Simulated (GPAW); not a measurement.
# Quasiparticle gap of CaI2 (2H monolayer) in GPAW, part 2 of 2

How does a plane-wave GW calculation on CaI2 (2H monolayer) run from the first input to the gap?

GPAW 26.7.0; LDA and many-body steps on it, plane waves. Known limits of the many-body steps: not at the basis limit; no spin-orbit coupling.

So far. Step 3 (Ground state): The gap is indirect, with the least direct gap 0.37 eV higher. Step 4 (Empty states on the mesh, 6×6×1 mesh, 384 bands): On this mesh the gap is 2.977 eV.

**5. Screening and self-energy, 6×6×1 mesh, 173 bands, screening to 48 eV**

G0W0 replaces the xc potential by the self-energy, built once from these orbitals. Only a window of levels is corrected, while the sums run over the empty bands that the input names.

This step: G0W0 on LDA, plane waves, PAW.

File run.py:

```python
import json
import numpy as np
from gpaw.mpi import world
from gpaw.response.g0w0 import G0W0

gw = G0W0('full.gpw',
    filename='gw',
    kpts=[0, 6],
    bands=(10, 14),
    ecut=48,
    nbands=173,
    truncation='2D',
    integrate_gamma='sphere',
    q0_correction=True,
    frequencies={'type': 'nonlinear', 'domega0': 0.15, 'omega2': 15.0},
    eta=0.1,
    nblocksmax=True)
gw.calculate()
res = {mode: {k: v for k, v in r.items() if k != 'sigma_eskwn'}
       for mode, r in gw.all_results.items()}

if world.rank == 0:
    with open('result.json', 'w') as f:
        json.dump(res, f, default=lambda x: x.tolist())
```

Launch:

```sh
$ mpirun -n 4 gpaw python run.py
```

Numbers of over 12 decimals in the logs are rounded to 6 here.

The program printed:

```text
Using integrator: PointIntegrator
NonLinearFrequencyDescriptor(from 0.000 to 86.196 eV, 171 points)
Nonperiodic BCs:  [False False  True]
Using integrator: PointIntegrator
NonLinearFrequencyDescriptor(from 0.000 to 86.196 eV, 171 points)
Nonperiodic BCs:  [False False  True]
Applying analytical 2D correction to W:
    Evaluating Gamma point contribution to W on a 23x23x1 grid
  ___  _ _ _
 |   || | | |
 | | || | | |
 |__ ||_____|
 |___|

BZ k-points: Symmetries present (total): 12

  [... matrices ...]
36 k-points: 6 x 6 x 1 Monkhorst-Pack grid + [1/12,1/12,0.000000]
7 k-points in the irreducible part of the Brillouin zone
       k-points in crystal coordinates                weights
   0:     0.00000000    0.00000000    0.00000000          1/36
   1:     0.16666667    0.00000000    0.00000000          6/36
   2:     0.33333333   -0.16666667    0.00000000          6/36
   3:     0.33333333    0.00000000    0.00000000          6/36
   4:     0.33333333    0.33333333    0.00000000          2/36
   5:     0.50000000    0.33333333    0.00000000         12/36
   6:     0.50000000    0.50000000    0.00000000          3/36

Distributing spins, k-points and bands (1 x 2 x 4) over 1 process
Number of blocks: 4

Quasi particle states:
k-points (IBZ indices): [0, 6]
Band range: (10, 14)
  [... matrices ...]
Computational parameters:
Plane wave cut-off: 48 eV
Number of bands: 173
Coulomb cutoff: 2D
Broadening: 0.1 eV

fxc modes: GW
Kernel: RPA
Using full-frequency real axis integration
Summing all q:

Calculating screened Coulomb potential
2D Coulomb truncation
NonLinearFrequencyDescriptor(from 0.000 to 86.196 eV, 171 points)
Removing empty qpoint cache files...

Calculating chi0 body with:
    Ground state adapter containing:
    Number of spins: 1
    Number of kpoints: 36
    Number of irreducible kpoints: 7
    Number of completely occupied states: 12
    Number of partially occupied states: 12
    Occupied states memory: 6.056213 M / cpu

    Linear response parametrization:
    q_c: [1.3877787807814457e-17, 1.3877787807814457e-17, 0.0]
    Number of frequency points: 171
    Planewave cutoff: 48.0
    Number of bands: 173
    Number of planewaves: 191
    Broadening (eta): 0.1
    comm.size: 4
    kncomm.size: 1
    blockcomm.size: 4

    Memory estimate of potentially large arrays:
        chi0_wGG: 23.797039 M / cpu
Integrating chi0 body.

Symmetries of q_c:
    Direct symmetries (Uq -> q): 12
    Indirect symmetries (TUq -> q): 12
In total 24 allowed symmetries.

  [... matrices ...]
7 groups of equivalent kpoints. 80.555556% reduction.

Integral kind: spectral function
Integrating chi0 head and wings.

Symmetries of q_c:
    Direct symmetries (Uq -> q): 12
    Indirect symmetries (TUq -> q): 12
In total 24 allowed symmetries.

  [... matrices ...]
7 groups of equivalent kpoints. 80.555556% reduction.

Integral kind: spectral function wings

Calculating chi0 body with:
    Ground state adapter containing:
    Number of spins: 1
    Number of kpoints: 36
    Number of irreducible kpoints: 7
    Number of completely occupied states: 12
    Number of partially occupied states: 12
[... the further q-points ...]

Results:
f:      Occupation numbers
eps:     KS-eigenvalues [eV]
vxc:     KS vxc [eV]
exx:     Exact exchange [eV]
sigma:   Self-energies [eV]
dsigma:  Self-energy derivatives
Z:       Renormalization factors
qp:      QP-energies [eV]

k-point 0 (0): (0.000, 0.000, 0.000)                GW
band       f     eps     vxc     exx   sigma  dsigma       Z      qp
                                                                   GW
  10   1.000  -2.379 -15.252 -17.616   1.429  -0.247   0.802  -3.129
  11   1.000  -2.379 -15.252 -17.616   1.429  -0.247   0.802  -3.129
  12   0.000   1.678 -11.614  -6.099  -3.205  -0.250   0.800   3.525
  13   0.000   1.822 -11.157  -6.091  -3.082  -0.232   0.812   3.433

k-point 1 (6): (0.500, 0.500, 0.000)                GW
band       f     eps     vxc     exx   sigma  dsigma       Z      qp
                                                                   GW
  10   1.000  -3.008 -14.578 -17.330   1.595  -0.260   0.793  -3.926
  11   1.000  -2.740 -14.545 -17.210   1.512  -0.248   0.801  -3.662
  12   0.000   0.598 -10.755  -5.499  -3.167  -0.238   0.808   2.285
  13   0.000   2.844 -13.088  -7.028  -3.356  -0.256   0.796   4.996
```

The job ended after 89 s (4 MPI ranks of Arm Neoverse V1, shared host; peak memory 1.7 GiB; 5.9 min of CPU time).

This step gave:

```
G0W0 gap on the points computed              : 5.414 eV
least direct G0W0 gap on the computed points : 5.947 eV
Z at the valence top                         : 0.8022
Z at the conduction bottom                   : 0.8077
starting gap on the mesh                     : 2.977 eV
k of the valence top                         : 0, 0, 0
k of the conduction bottom                   : 0.5, 0.5, 0
```

The gap on the mesh goes from 2.98 eV to 5.41 eV, a correction of +2.44 eV. The start differs from the 3.00 eV found before because the two sample other k points.

Limits: finite bands, cutoff and mesh; no spin-orbit coupling. v1 is the top filled band, c1 the lowest empty one. Levels before and after the correction, in eV, zero at the valence-band top of each column:

|  | conduction bottom | valence top |
| --- | --- | --- |
| Kohn-Sham | 2.98 | 0.00 |
| G0W0 | 5.41 | 0.00 |

|  | level | energy (eV) |
| --- | --- | --- |
| Kohn-Sham | Γ v2-v1 | 0.000 |
| Kohn-Sham | Γ c1 | 4.057 |
| Kohn-Sham | Γ c2 | 4.202 |
| Kohn-Sham | (0.5 0.5 0) v2 | -0.629 |
| Kohn-Sham | (0.5 0.5 0) v1 | -0.360 |
| Kohn-Sham | (0.5 0.5 0) c1 | 2.977 |
| Kohn-Sham | (0.5 0.5 0) c2 | 5.223 |
| G0W0 | Γ v2-v1 | 0.000 |
| G0W0 | Γ c1 | 6.654 |
| G0W0 | Γ c2 | 6.562 |
| G0W0 | (0.5 0.5 0) v2 | -0.797 |
| G0W0 | (0.5 0.5 0) v1 | -0.533 |
| G0W0 | (0.5 0.5 0) c1 | 5.414 |
| G0W0 | (0.5 0.5 0) c2 | 8.125 |

**6. Where the time went**

Times are wall times on 4 MPI ranks of Arm Neoverse V1, shared host, good to a factor of about two.

| step | time | share | memory (GiB) |
| --- | --- | --- | --- |
| relaxation | 40 s | 11 % | 1.0 |
| ground state | 11 s | 3 % | 0.75 |
| empty states on the mesh | 3.9 min | 63 % | 8.5 |
| screening and self-energy | 89 s | 24 % | 1.7 |

**7. What came out**

```json
{
 "LDA gap": "3.00 eV, indirect",
 "G0W0 gap on the mesh": "5.41 eV",
 "GW settings": "6×6×1 mesh, 173 bands, screening to 48 eV, full frequency, Hilbert transform",
 "known limits": "not at the basis limit; no spin-orbit coupling"
}
```

**Reading.** G0W0 moves the gap on the mesh from 2.98 eV to 5.41 eV (+2.44 eV), with Z of 0.80 and 0.81 at the edges. Only 2 of the mesh's irreducible points were corrected, so a valley elsewhere could overtake. The dearest step here is «empty states on the mesh». Bands and cutoff are finite, so the gap is not at the basis limit. The miss can reach some tenths of an eV and take either sign; the mesh is an error of its own. These stock PAW sets were not made for GW; the filled d or f shell of I lies in the frozen core, which bears on start and correction. In the G0W0 run levels were corrected at 2 k points alone, so a gap called «on the mesh» is the least over those, and an edge elsewhere would be missed. The many-body steps are scalar-relativistic: spin-orbit coupling is not in them.

[Paths, hosts, dates, memory and timing lines, banners, echoed tables and standing remarks are left out of the program output.]

[Logs are printed without paths, hosts, clocks, repeated set-up lines and the standing remarks that a program may print on its own settings, such as how far it seeks lower states.]

[Runs of the session that timed out or met a known fault of the program may be left out.]

[Hosts, paths, dates, database ids (printed as entryN), source tags and the programs' standing remarks are cut or masked in the printed files.]
